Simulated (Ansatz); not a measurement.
# What Sc (model cell, started as body-centred cubic) distorts into, part 2 of 2

Which phase does Sc (model cell, started as body-centred cubic) fall into along its unstable mode, and how much energy does it gain?

Ansatz 0.2.0; DFT PBEsol, scalar-relativistic, plane waves, PAW; PAW set soft_1.

So far, highest frequency on the path or at a solved wavevector (cm⁻¹): step 2 (phonons on a q mesh) 223. Also lowest frequency on the path (cm⁻¹): step 2 -96.9.

This is not the structure that Sc takes at ambient pressure and room temperature (hexagonal, No. 194); it is a model or a phase of other conditions.

## (6) Relaxation from the frozen mode

Starting from the lowest point found, all atoms and the cell are let go, so that strain and other modes of the same symmetry can join in.

input.yaml reads:

```yaml
crystal:
  lattice:
    - [-1.8132278844, 1.8132278844, 1.8132278844]
    - [1.8132278844, -1.8132278844, 1.8132278844]
    - [3.6264557688, 3.6264557688, 0.0]
  atoms:
    - { symbol: Sc, position: [-0.0623954032, 0.0623954032, 0.0] }
    - { symbol: Sc, position: [0.5623954032, 0.4376045968, 0.5] }
kpoints:
  mp_grid: { grid: [14, 14, 8] }
hamiltonian:
  xc: pbesol
  pseudopotentials: { kind: paw, azcp: { folder: soft_1 }, xc_functional: pbe }
scf:
  occupations: { method: methfessel_paxton, width: 0.2 }
output:
  forces: true
  stress: true
  eigenvalues: true
relax:
  adjacent_minimum: "off"
  f_tol: 0.002
  max_steps: 120
  cell: { stress_tol: 0.03 }
```

Launch:

```console
ansatz run input.yaml --threads 8 --pin off --max-ram 16384MiB --backend cpu --events-out ev --progress --plain --runs-dir out
```

Numbers of over 12 decimals in the logs are rounded to 6 here.

The log of the run:

```text
[...]
Crystal: 2 atoms, lattice volume = 47.692 Å³
Basis set: ecut = 420 eV, 935 PW (Γ), exchange–correlation on 48×48×72 points (8 copies of the dense FFT grid, shifted against one another)
Bands: 15, of which v1, the nominal top of the filled ones, is band 11 counted from 1 (10 counted from 0)
Symmetry: 8 space group operations
[...]
k-points: 285 of 1568
[...]
SCF iter   1: F=—  HF=-4222.732658 eV  |F-HF|=—  |Δ(HF+E_count)|=         —  Δρ=2.66e-2  dr2=4.38e-1  ethr=3.10e-3  ⟨swp⟩=3.0  Hψ=15578  notcnv=0
[...]
SCF iter   6: F=-4222.580595 eV  HF=-4222.580595 eV  |F-HF|=2.54e-8  |Δ(HF+E_count)|=   6.32e-8  S|Δr|=    0.00e0  Δρ=1.33e-5  dr2=6.75e-8  ethr=4.55e-10  ⟨swp⟩=5.1  Hψ=17796  notcnv=0
SCF 1 converged in 6 iterations: F = -4222.580595 eV  dr2 = 6.75e-8
[...]
relax step   1: F+E_penalty+E_count = -4222.58059520 eV  Δ(F+E_penalty+E_count) = +0.000e0 eV  max|allowed force component| = 5.328e-2 eV/Å  Δτ_max = 0.0000 Å  P = -0.095 GPa  Ω = 47.692 Å³  (6 SCF iters, dr2 threshold 1.00e-7 eV, accepted)
Crystal: 2 atoms, lattice volume = 47.507 Å³
Basis set: ecut = 420 eV, 937 PW (Γ), exchange–correlation on 48×48×72 points (8 copies of the dense FFT grid, shifted against one another)
[...]
iter 1 solved again at ethr=8.34e-6 eV; its pass at ethr=3.10e-3 eV (dr2=1.84e-3 eV) is discarded
[...]
SCF iter   5: F=-4222.680843 eV  HF=-4222.680843 eV  |F-HF|=7.77e-10  |Δ(HF+E_count)|=   4.09e-8  S|Δr|=    0.00e0  Δρ=4.37e-6  dr2=3.20e-9  ethr=9.09e-10  ⟨swp⟩=3.2  Hψ=12519  notcnv=0
SCF 2 converged in 5 iterations: F = -4222.680843 eV  dr2 = 3.20e-9
relax step   2: F+E_penalty+E_count = -4222.68084294 eV  Δ(F+E_penalty+E_count) = -1.002e-1 eV  max|allowed force component| = 9.839e-2 eV/Å  Δτ_max = 0.0063 Å  P = -0.169 GPa  Ω = 47.507 Å³  energy of the carried Pulay correction = +3.008e-6 eV  (5 SCF iters, dr2 threshold 2.00e-7 eV, accepted)
Crystal: 2 atoms, lattice volume = 46.864 Å³
Basis set: ecut = 420 eV, 945 PW (Γ), exchange–correlation on 48×48×72 points (8 copies of the dense FFT grid, shifted against one another)
[...]
SCF iter   5: F=-4222.741454 eV  HF=-4222.741454 eV  |F-HF|=6.97e-9  |Δ(HF+E_count)|=   2.45e-7  S|Δr|=    0.00e0  Δρ=5.34e-6  dr2=9.90e-9  ethr=9.09e-10  ⟨swp⟩=4.9  Hψ=18270  notcnv=0
SCF 3 converged in 5 iterations: F = -4222.741454 eV  dr2 = 9.90e-9
relax step   3: F+E_penalty+E_count = -4222.74145400 eV  Δ(F+E_penalty+E_count) = -6.061e-2 eV  max|allowed force component| = 2.171e-2 eV/Å  Δτ_max = 0.1178 Å  P = +0.499 GPa  Ω = 46.864 Å³  energy of the carried Pulay correction = +1.355e-5 eV  (5 SCF iters, dr2 threshold 2.00e-7 eV, accepted)
[...]
relax step   4: F+E_penalty+E_count = -4222.74294525 eV  Δ(F+E_penalty+E_count) = -1.491e-3 eV  max|allowed force component| = 4.231e-4 eV/Å  Δτ_max = 0.0045 Å  P = -0.109 GPa  Ω = 47.342 Å³  energy of the carried Pulay correction = +5.694e-6 eV  (3 SCF iters, dr2 threshold 2.00e-7 eV, accepted)
[...]
relax step   5: F+E_penalty+E_count = -4222.74298312 eV  Δ(F+E_penalty+E_count) = -3.787e-5 eV  max|allowed force component| = 1.286e-4 eV/Å  Δτ_max = 0.0001 Å  P = +0.004 GPa  Ω = 47.251 Å³  energy of the carried Pulay correction = +7.194e-6 eV  (2 SCF iters, dr2 threshold 5.95e-8 eV, accepted)
[...]
relax step   6: F+E_penalty+E_count = -4222.74315092 eV  Δ(F+E_penalty+E_count) = -1.678e-4 eV  max|allowed force component| = 1.814e-4 eV/Å  Δτ_max = 0.0000 Å  P = +0.017 GPa  Ω = 47.251 Å³  stress off target by 4.17e-2 GPa  SCF on the basis re-selected at this cell (its energy is not comparable with the rows above)  (5 SCF iters)
[...]
relax step   7: F+E_penalty+E_count = -4222.74315348 eV  Δ(F+E_penalty+E_count) = -2.561e-6 eV  max|allowed force component| = 4.542e-5 eV/Å  Δτ_max = 0.0003 Å  P = +0.000 GPa  Ω = 47.264 Å³  energy of the carried Pulay correction = -2.189e-7 eV  (3 SCF iters, dr2 threshold 4.34e-9 eV, accepted)
[...]
SCF iter   4: F=-4222.743154 eV  HF=-4222.743154 eV  |F-HF|=9.09e-13  |Δ(HF+E_count)|=  3.64e-12  S|Δr|=    0.00e0  Δρ=7.17e-8  dr2=6.38e-13  ethr=1.00e-12  ⟨swp⟩=4.0  Hψ=14597  notcnv=0
SCF 8 converged in 4 iterations: F = -4222.743154 eV  dr2 = 6.38e-13
relax step   8: F+E_penalty+E_count = -4222.74315372 eV  Δ(F+E_penalty+E_count) = -2.424e-7 eV  max|allowed force component| = 4.702e-5 eV/Å  Δτ_max = 0.0000 Å  P = +0.000 GPa  Ω = 47.264 Å³  stress off target by 1.79e-3 GPa  SCF on the basis re-selected at this cell (its energy is not comparable with the rows above)  (4 SCF iters)
[...]
SCF converged after 4 iterations
[...]
Free energy (F): -4222.743154 eV
[...]
Internal energy: -4222.738997 eV  (E = F + TS)
E sigma→0 (E₀):  -4222.742114 eV
Entropy (-TS):   -0.004157 eV (-2.079 meV/atom)
Fermi energy:    9.494865 eV
[...]
--- Forces (eV/Å), atoms counted from 1 ---
  atom   1  Sc     0.00004702    -0.00004702     0.00000000
  atom   2  Sc    -0.00004702     0.00004702     0.00000000
  max |Σ_I F_I| component: 0.00e0 eV/Å
--- Stress (GPa, compression-positive) ---
        0.000952      -0.000113       0.000000
       -0.000113       0.000952      -0.000000
        0.000000      -0.000000      -0.001791
  P = ⅓ Tr σ = 0.0000 GPa (0.000 kbar)
--- Band table (eV; the first three rows and the last of 285) ---
  k-point 0: bands = [... 7 lower, -18.0437, 4.2939, 7.8065, 10.2511, 11.1318, 11.1324, 11.4436, 11.6184]
  k-point 1: bands = [... 7 lower, -18.0641, 4.4048, 7.6724, 10.1847, 11.0698, 11.0704, 11.3674, 11.5455]
  k-point 2: bands = [... 7 lower, -18.0918, 4.7294, 7.2537, 10.1326, 10.9842, 10.9847, 11.1539, 11.3726]
  k-point 284: bands = [... 7 lower, -18.1686, 7.9625, 7.9625, 9.5799, 9.5799, 10.8535, 10.8535, 11.9498]
--- Relaxed structure (6 steps of the walk, 6 accepted, 2 SCFs on fresh bases) ---
  F+E_penalty+E_count = -4222.74315372 eV   max|allowed force component| = 4.702e-5 eV/Å   (the final SCF, on the basis selected at the relaxed cell)
  cell:  # Å, volume = 47.2643 Å³
    - [-2.007165, 2.007165, 1.638924]
    - [2.007165, -2.007165, 1.638924]
    - [3.591960, 3.591960, 0.0]
  atoms:
    - { symbol: Sc, position: [-0.083324, 0.083324, 0.0] }
    - { symbol: Sc, position: [0.583324, 0.416676, 0.500000] }
```

Wall time 9.6 s (8 threads of Arm Neoverse V2, shared host); peak memory 0.53 GiB; 70 s of CPU time.

The steps of the relaxation:

```
step  energy less that of the first step (eV)  largest force component (eV/Å)  pressure (GPa)  volume (Å³)
   1                                   0.0000                          0.0533           -0.10        47.69
   2                                  -0.1002                          0.0984           -0.17        47.51
   3                                  -0.1609                          0.0217            0.50        46.86
   4                                  -0.1623                          0.0004           -0.11        47.34
   5                                  -0.1624                          0.0001            0.00        47.25
  6*                                  -0.1626                          0.0002            0.02        47.25
   7                                  -0.1626                          0.0000            0.00        47.26
  8*                                  -0.1626                          0.0000            0.00        47.26
```

Relaxation steps marked * repeat the geometry before them on a plane-wave basis chosen anew for their cell, so energy and pressure can jump there.

The run keeps the 8 symmetry operations that it works with, so distortions that break them were not tested.

```
     cell as run  before   after  change
           a (Å)   3.141   3.278  +4.4 %
           b (Å)   3.141   3.278  +4.4 %
           c (Å)   5.129   5.080  -1.0 %
           γ (°)  109.47  120.00  +9.6 %
volume (Å³/atom)   23.85   23.63  -0.9 %
```

The atoms that moved most (Å, as changes of fractional coordinates times the final cell):

```
atom      dx      dy     dz  length
 Sc1   0.084  -0.084  0.000   0.119
 Sc2  -0.084   0.084  0.000   0.119
```

Final coordinates:

```xyz
2
Lattice="-2.0072 2.0072 1.6389 2.0072 -2.0072 1.6389 3.5920 3.5920 0.0000" Properties=species:S:1:pos:R:3 pbc="T T T"
Sc    0.3345   -0.3345    0.0000
Sc    1.4615    2.1305    1.6389
```

Numbers from this step:

```yaml
pressure: 3.79e-5 GPa
volume_per_atom: 23.63 Å³
```

The distorted start has space group Cmcm; the relaxation ends in P6_3/mmc.

## (7) The new phase in its own primitive cell

The relaxed structure is symmetrised, reduced to its primitive cell and relaxed tightly, as its phonons need.

input.yaml, the sections that differ from step 6:

```yaml
crystal:
  lattice:
    - [3.2777264751, 0.0, 0.0]
    - [-1.6388632376, 2.8385943941, 0.0]
    - [0.0, 0.0, 5.0797979068]
  atoms:
    - { symbol: Sc, position: [0.6666666667, 0.3333333333, 0.75] }
    - { symbol: Sc, position: [0.3333333333, 0.6666666667, 0.25] }
kpoints:
  mp_grid: { grid: [15, 15, 8] }
relax:
  adjacent_minimum: "off"
  f_tol: 0.001
  max_steps: 60
  cell: { stress_tol: 0.01 }
# hamiltonian, scf, output: as in step 6
```

The log of the run:

```text
[...]
Crystal: 2 atoms, lattice volume = 47.263 Å³
Basis set: ecut = 420 eV, 953 PW (Γ), exchange–correlation on 48×48×72 points (8 copies of the dense FFT grid, shifted against one another)
Bands: 15, of which v1, the nominal top of the filled ones, is band 11 counted from 1 (10 counted from 0)
Symmetry: 24 space group operations
[...]
k-points: 135 of 1800
[...]
k-point 134: bands = [... 7 lower, -18.1288, 9.0653, 9.0653, 9.3430, 9.3430, 9.8000, 9.8000, 11.9903]
--- Relaxed structure (1 steps of the walk, 1 accepted, 1 SCFs on fresh bases) ---
[...]
cell:  # Å, volume = 47.2631 Å³
    - [3.277726, 2.8867576562555802e-11, 0.0]
    - [-1.638863, 2.838594, 0.0]
    - [0.0, 0.0, 5.0797979068]
  atoms:
    - { symbol: Sc, position: [0.666667, 0.333333, 0.75] }
    - { symbol: Sc, position: [0.333333, 0.666667, 0.250000] }
[key lines of the parts left out:]
SCF converged after 4 iterations
Free energy (F): -4222.743206 eV
Fermi energy:    9.495532 eV
P = ⅓ Tr σ = 0.0023 GPa (0.023 kbar)
```

Elapsed: 1.5 s, on 8 threads; peak memory 0.44 GiB.

Little changed from the start: no atom moved by 0.005 Å and no cell edge by 0.1 %.

Numbers from this step:

```yaml
pressure: 0.002350 GPa
```

The forces vanish by symmetry and the pressure is 0.002 GPa, within the tolerances set. The cell now holds 23.63 Å³/atom.

## (8) Modes of the new phase, k-mesh 15×15×8

A relaxed structure may still be a saddle point, so its zone-centre modes are computed. No field response is asked, since the mesh shows no gap.

input.yaml: that of step 7 with these lines changed.

```diff
@@ -16,9 +16,4 @@
 output:
-  forces: true
-  stress: true
   eigenvalues: true
-relax:
-  adjacent_minimum: "off"
-  f_tol: 0.001
-  max_steps: 60
-  cell: { stress_tol: 0.01 }
+phonons:
+  method: dfpt
```

The log of the run:

```text
zone centre: on kpoints.mp_grid the ground state, and the responses unless they are solved on pairs of k-points, stand on 320 of the mesh's 1800 k-points, reduced under 4 symmetry operations, with k and −k counted as one. Each operation leaves every solved displacement unchanged or reverses it
[...]
Crystal: 2 atoms, lattice volume = 47.263 Å³
Basis set: ecut = 420 eV, 953 PW (Γ), exchange–correlation on 48×48×72 points (8 copies of the dense FFT grid, shifted against one another)
Bands: 15, of which v1, the nominal top of the filled ones, is band 11 counted from 1 (10 counted from 0)
Symmetry: 24 space group operations
k-points: 320 of 1800 (irreducible under 4 space group operations, time reversal used)
[...]
SCF iter   1: F=—  HF=-4222.887219 eV  |F-HF|=—  |Δ(HF+E_count)|=         —  Δρ=2.58e-2  dr2=4.02e-1  ethr=3.10e-3  ⟨swp⟩=3.1  Hψ=17480  notcnv=0
[...]
SCF iter   8: F=-4222.743206 eV  HF=-4222.743206 eV  |F-HF|=4.55e-12  |Δ(HF+E_count)|=  1.82e-11  S|Δr|=    0.00e0  Δρ=1.05e-7  dr2=4.84e-12  ethr=1.00e-12  ⟨swp⟩=3.3  Hψ=18699  notcnv=0
SCF 1 converged in 8 iterations: F = -4222.743206 eV  dr2 = 4.84e-12
[...]
DFPT response loops at Γ: preconditioner auto → Kerker (q_TF=auto, 2.402 Å⁻¹) (partly filled bands, converged f_vac=0.000); β = 1.00, the filter's whole step (`scf.mixing.beta` (0.50) is not read by the response loops under this deck's `scf.mixing.preconditioner`; to damp them name `kerker` or `kerker_dos`, under which they read `scf.mixing.beta`, and type it under 1.00, their step now; both keys bind the ground state too); Broyden in place of MSR1
SCF converged after 8 iterations
[...]
Free energy (F): -4222.743206 eV
[...]
Internal energy: -4222.739175 eV  (E = F + TS)
E sigma→0 (E₀):  -4222.742198 eV
Entropy (-TS):   -0.004030 eV (-2.015 meV/atom)
Fermi energy:    9.495532 eV
[...]
--- Band table (eV; the first three rows and the last of 320) ---
  k-point 0: bands = [... 7 lower, -18.0437, 4.2941, 7.8067, 10.2513, 11.1325, 11.1325, 11.4437, 11.6189]
  k-point 1: bands = [... 7 lower, -18.0641, 4.4050, 7.6727, 10.1848, 11.0704, 11.0704, 11.3675, 11.5461]
  k-point 2: bands = [... 7 lower, -18.0915, 4.7297, 7.2539, 10.1327, 10.9848, 10.9848, 11.1540, 11.3731]
  k-point 319: bands = [... 7 lower, -18.1391, 8.0960, 8.0960, 9.6514, 9.6514, 10.2808, 10.2808, 11.8193]
--- Phonons (Γ-DFPT): 2 representative perturbations + reference, on 320 of 1800 k-points (Σ response iterations 6) ---
  k mesh reduced under 4 symmetry operations, with k and −k counted as one. Each operation leaves every solved displacement unchanged or reverses it
  ASR residual: 6.172e-5 → 0.000e0 eV/Å²; symmetrization residual: 2.235e-10 eV/Å²
  ASR residual per site (eV/Å²): 6.17e-5 6.17e-5
  Γ frequencies (cm⁻¹): 0.00 0.00 0.00 135.11 135.11 235.52
  non-analytic LO–TO correction: not included (Born effective charges unavailable; polar crystals: no LO–TO splitting at Γ)
```

The job ended after 8.4 s (8 threads; peak memory 1 GiB).

Numbers from this step:

```
sum-rule residual before enforcement                    : 6.17e-5 eV/Å²
point group                                             : 6/mmm
highest optical mode at the zone centre (no LO-TO term) : 235.5 cm⁻¹
lowest optical zone-centre mode                         : 135.1 cm⁻¹
```

Patterns of degenerate modes are one choice out of their space. Modes at Γ:

```
mode  frequency (cm⁻¹)  symmetry
   1               0.0  acoustic
   2               0.0  acoustic
   3               0.0  acoustic
   4             135.1       E2g
   5             135.1       E2g
   6             235.5       B1g
```

Displacements in mode 4 (135.1 cm⁻¹), the largest set to 1:
```
Sc1  0.00  1.00  0.00
Sc2  0.00 -1.00  0.00
```

Displacements in mode 6 (235.5 cm⁻¹), the largest set to 1:
```
Sc1  0.00  0.00  1.00
Sc2  0.00  0.00 -1.00
```

Before it was imposed, the acoustic sum rule was missed by 6.2e-5 eV/Å². Small misses are needed for a sound result but don't prove that mesh and cutoff are converged. The lowest optical mode is real, 135 cm⁻¹.

## (9) Summary of results

* unstable mode of the parent: q = (0, 0, -0.5), 97i cm⁻¹
* depth at the lowest point sampled: 29.7 meV/atom
* largest atomic shift at that point: 0.32 Å
* space group reached (within 0.01 Å): P6_3/mmc
* energy gained over the parent (first relaxation, on the mesh of the frozen mode): 111 meV/atom
* volume per atom, phase reached: 23.6 Å³
* lowest optical zone-centre mode, phase reached: 135 cm⁻¹
* highest optical mode at the zone centre (no LO-TO term), phase reached: 236 cm⁻¹

What this shows: Along this mode the structure falls into P6_3/mmc, 111 meV/atom below the parent. At the parent's cell the well is 29.66 meV/atom deep on the steps tried, with its lowest point at a shift of 0.32 Å. Relaxing atoms and cell changes the gain by +81.82 meV/atom against the lowest step (energies at zero smearing). Most of the total comes from this relaxation. The new phase has no imaginary mode at the zone centre of its cell; other wavevectors were not checked. Of the 2 patterns followed to their end from this parent, this one reaches the lowest energy. Each path keeps the symmetry of its pattern, so a lower phase may lie along a pattern not tried. With no gap, or one that is small against the smearing, the frequencies hang on the k mesh and the smearing, most of all near Kohn anomalies. The PAW files were made for PBE and serve the other functionals too. The starting cell was built on a prototype and not taken from a measurement, so the phase need not exist.

[Logs are printed without paths, hosts, clocks, repeated set-up lines and the standing remarks that a program may print on its own settings, such as how far it seeks lower states.]

[Hosts, paths, dates, database ids (printed as entryN), source tags and the programs' standing remarks are cut or masked in the printed files.]
